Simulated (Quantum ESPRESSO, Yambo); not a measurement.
# Si3N4 (Fd-3m): G0W0 in Yambo against the bands, part 2 of 2

Wanted: the cheapest bands that holds the gap of Si3N4 (Fd-3m).

Yambo 5.3.0; PBE and many-body steps on it, plane waves. Known limits of the many-body steps: not at the basis limit.

So far. Step 4 (121 bands): Against the run before, the gap moves by −0.181 eV.

## Step 5: 195 bands

Level of this step: G0W0 on PBE, plane waves, norm-conserving pseudopotentials (Yambo).

gw4.in

```
HF_and_locXC
gw0
dyson
ppa
em1d
rim_cut
RandQpts= 1000000
RandGvec= 1 RL
EXXRLvcs= 72 Ry
VXCRLvcs= 288 Ry
Chimod= "HARTREE"
% BndsRnXp
 1 | 195 |
%
NGsBlkXp= 7 Ry
% LongDrXp
 1 | 1 | 1 |
%
% GbndRnge
 1 | 195 |
%
DysSolver= "n"
ExtendOut
PPAPntXp= 27.21138 eV
% QPkrange
 6 | 6 | 31 | 34 |
 1 | 1 | 31 | 34 |
%
```

The run is started by

```
$ OMP_NUM_THREADS=2 mpirun -n 4 yambo -F gw4.in -J gw4 -C gw4 > gw4.log
```

What it wrote:

```text
 Yambo, version 5.3.0

 [02] CORE Variables Setup
 =========================

  [... cell, symmetries and grids as in the set-up ...]

  [02.05] Energies & Occupations
  ==============================

  [X] === General ===
  [X] Electronic Temperature                        :  0.000000  0.000000 [eV K]
  [X] Bosonic    Temperature                        :  0.000000  0.000000 [eV K]
  [X] Finite Temperature mode                       : no
  [X] El. density                                   :  0.54207E+24 [cm-3]
[...]
QP @ state[ 1 ] b range                          :   31   34
   QP @ state[ 2 ] K range                          :   6   6
   QP @ state[ 2 ] b range                          :   31   34
   GF energies kind                                 : Perdew, Burke & Ernzerhof(X)+Perdew, Burke & Ernzerhof(C)
   GF WF`s kind                                     : Perdew, Burke & Ernzerhof(X)+Perdew, Burke & Ernzerhof(C)
   Xs energies kind                                 : Perdew, Burke & Ernzerhof(X)+Perdew, Burke & Ernzerhof(C)
   Xs WF`s kind                                     : Perdew, Burke & Ernzerhof(X)+Perdew, Burke & Ernzerhof(C)

 [11] Game Over & Game summary
```

Run time: 6.9 min. Hardware: 4 MPI ranks of AMD EPYC 7R43, shared host; peak memory 3.5 GiB; 49 min of CPU time.

This step gave:

```
G0W0 gap on the points computed              : 4.311 eV
starting gap on the mesh                     : 3.398 eV
k of the valence top                         : 0, 0.25, -0.25
k of the conduction bottom                   : 0, 0, 0
least direct G0W0 gap on the computed points : 4.356 eV
```

Against the run before, the gap moves by −0.013 eV.

## Step 6: 284 bands

gw5.in, as its differences from gw4.in of step 5:

```diff
@@ -12,3 +12,3 @@
 % BndsRnXp
- 1 | 195 |
+ 1 | 284 |
 %
@@ -19,3 +19,3 @@
 % GbndRnge
- 1 | 195 |
+ 1 | 284 |
 %
```

The run is started by

```
$ OMP_NUM_THREADS=2 mpirun -n 4 yambo -F gw5.in -J gw5 -C gw5 > gw5.log
```

What it wrote:

```text
 Yambo, version 5.3.0

 [02] CORE Variables Setup
 =========================

  [... cell, symmetries and grids as in the set-up ...]

  [02.05] Energies & Occupations
  ==============================

  [X] === General ===
  [X] Electronic Temperature                        :  0.000000  0.000000 [eV K]
  [X] Bosonic    Temperature                        :  0.000000  0.000000 [eV K]
  [X] Finite Temperature mode                       : no
  [X] El. density                                   :  0.54207E+24 [cm-3]
[...]
QP @ state[ 1 ] b range                          :   31   34
   QP @ state[ 2 ] K range                          :   6   6
   QP @ state[ 2 ] b range                          :   31   34
   GF energies kind                                 : Perdew, Burke & Ernzerhof(X)+Perdew, Burke & Ernzerhof(C)
   GF WF`s kind                                     : Perdew, Burke & Ernzerhof(X)+Perdew, Burke & Ernzerhof(C)
   Xs energies kind                                 : Perdew, Burke & Ernzerhof(X)+Perdew, Burke & Ernzerhof(C)
   Xs WF`s kind                                     : Perdew, Burke & Ernzerhof(X)+Perdew, Burke & Ernzerhof(C)

 [11] Game Over & Game summary
```

Run time: 9.1 min. Hardware: 4 MPI ranks; peak memory 3.4 GiB.

This step gave:

```yaml
g0w0_gap_on_the_points_computed: 4.337 eV
starting_gap_on_the_mesh: 3.398 eV
k_of_the_valence_top: 0, 0.25, -0.25
k_of_the_conduction_bottom: 0, 0, 0
least_direct_g0w0_gap_on_the_computed_points: 4.382 eV
```

Against the run before, the gap moves by +0.026 eV.

## Step 7: 384 bands

gw6.in, as its differences from gw5.in of step 6:

```diff
@@ -12,3 +12,3 @@
 % BndsRnXp
- 1 | 284 |
+ 1 | 384 |
 %
@@ -19,3 +19,3 @@
 % GbndRnge
- 1 | 284 |
+ 1 | 384 |
 %
```

The run is started by

```
$ OMP_NUM_THREADS=2 mpirun -n 4 yambo -F gw6.in -J gw6 -C gw6 > gw6.log
```

What it wrote:

```text
 Yambo, version 5.3.0

 [02] CORE Variables Setup
 =========================

  [... cell, symmetries and grids as in the set-up ...]

  [02.05] Energies & Occupations
  ==============================

  [X] === General ===
  [X] Electronic Temperature                        :  0.000000  0.000000 [eV K]
  [X] Bosonic    Temperature                        :  0.000000  0.000000 [eV K]
  [X] Finite Temperature mode                       : no
  [X] El. density                                   :  0.54207E+24 [cm-3]
[...]
QP @ state[ 1 ] b range                          :   31   34
   QP @ state[ 2 ] K range                          :   6   6
   QP @ state[ 2 ] b range                          :   31   34
   GF energies kind                                 : Perdew, Burke & Ernzerhof(X)+Perdew, Burke & Ernzerhof(C)
   GF WF`s kind                                     : Perdew, Burke & Ernzerhof(X)+Perdew, Burke & Ernzerhof(C)
   Xs energies kind                                 : Perdew, Burke & Ernzerhof(X)+Perdew, Burke & Ernzerhof(C)
   Xs WF`s kind                                     : Perdew, Burke & Ernzerhof(X)+Perdew, Burke & Ernzerhof(C)

 [11] Game Over & Game summary
```

Wall time 12 min (4 MPI ranks); peak memory 3.9 GiB; 87 min of CPU time.

Numbers from this step:

- G0W0 gap on the points computed: 4.353 eV
- starting gap on the mesh: 3.398 eV
- k of the valence top: 0, 0.25, -0.25
- k of the conduction bottom: 0, 0, 0
- least direct G0W0 gap on the computed points: 4.397 eV

Against the run before, the gap moves by +0.016 eV.

## Step 8: Side by side

Times are wall times on 4 MPI ranks of AMD EPYC 7R43, shared host, good to a factor of about two.

```csv
run,mesh,bands,screening cutoff (eV),DFT gap (eV),gap on the mesh (eV),direct (eV),time
52 bands,4×4×4,52,95.2,3.398,4.957,4.991,1.7 min
76 bands,4×4×4,76,95.2,3.398,4.505,4.559,2.4 min
121 bands,4×4×4,121,95.2,3.398,4.324,4.371,4.3 min
195 bands,4×4×4,195,95.2,3.398,4.311,4.356,6.9 min
284 bands,4×4×4,284,95.2,3.398,4.337,4.382,9.1 min
384 bands,4×4×4,384,95.2,3.398,4.353,4.397,12 min
```

## Step 9: Outcome

| Item | Value |
| --- | --- |
| 52 bands | 4.957 eV |
| 76 bands | 4.505 eV |
| 121 bands | 4.324 eV |
| 195 bands | 4.311 eV |
| 284 bands | 4.337 eV |
| 384 bands | 4.353 eV |
| known limits | not at the basis limit |

**Reading.** The setting moved: bands. From 52 bands to 384 bands the gap moves by −0.60 eV, for 6.9 times the time, not steadily: it passes through 4.31 eV. The last step still moves it by +0.016 eV. Bands and screening cutoff are coupled, so a series along one setting does not show full convergence. Bands and cutoff are finite, so the gap is not at the basis limit. The miss can reach some tenths of an eV and take either sign; the mesh is an error of its own. In the G0W0 runs levels were corrected at 2 k points alone, so a gap called «on the mesh» is the least over those, and an edge elsewhere would be missed.

[Paths, hosts, dates, memory and timing lines, banners, echoed tables and standing remarks are left out of the program output.]

[Logs are printed without paths, hosts, clocks, repeated set-up lines and the standing remarks that a program may print on its own settings, such as how far it seeks lower states.]

[Runs of the session that timed out or met a known fault of the program may be left out.]

[Hosts, paths, dates, database ids (printed as entryN), source tags and the programs' standing remarks are cut or masked in the printed files.]
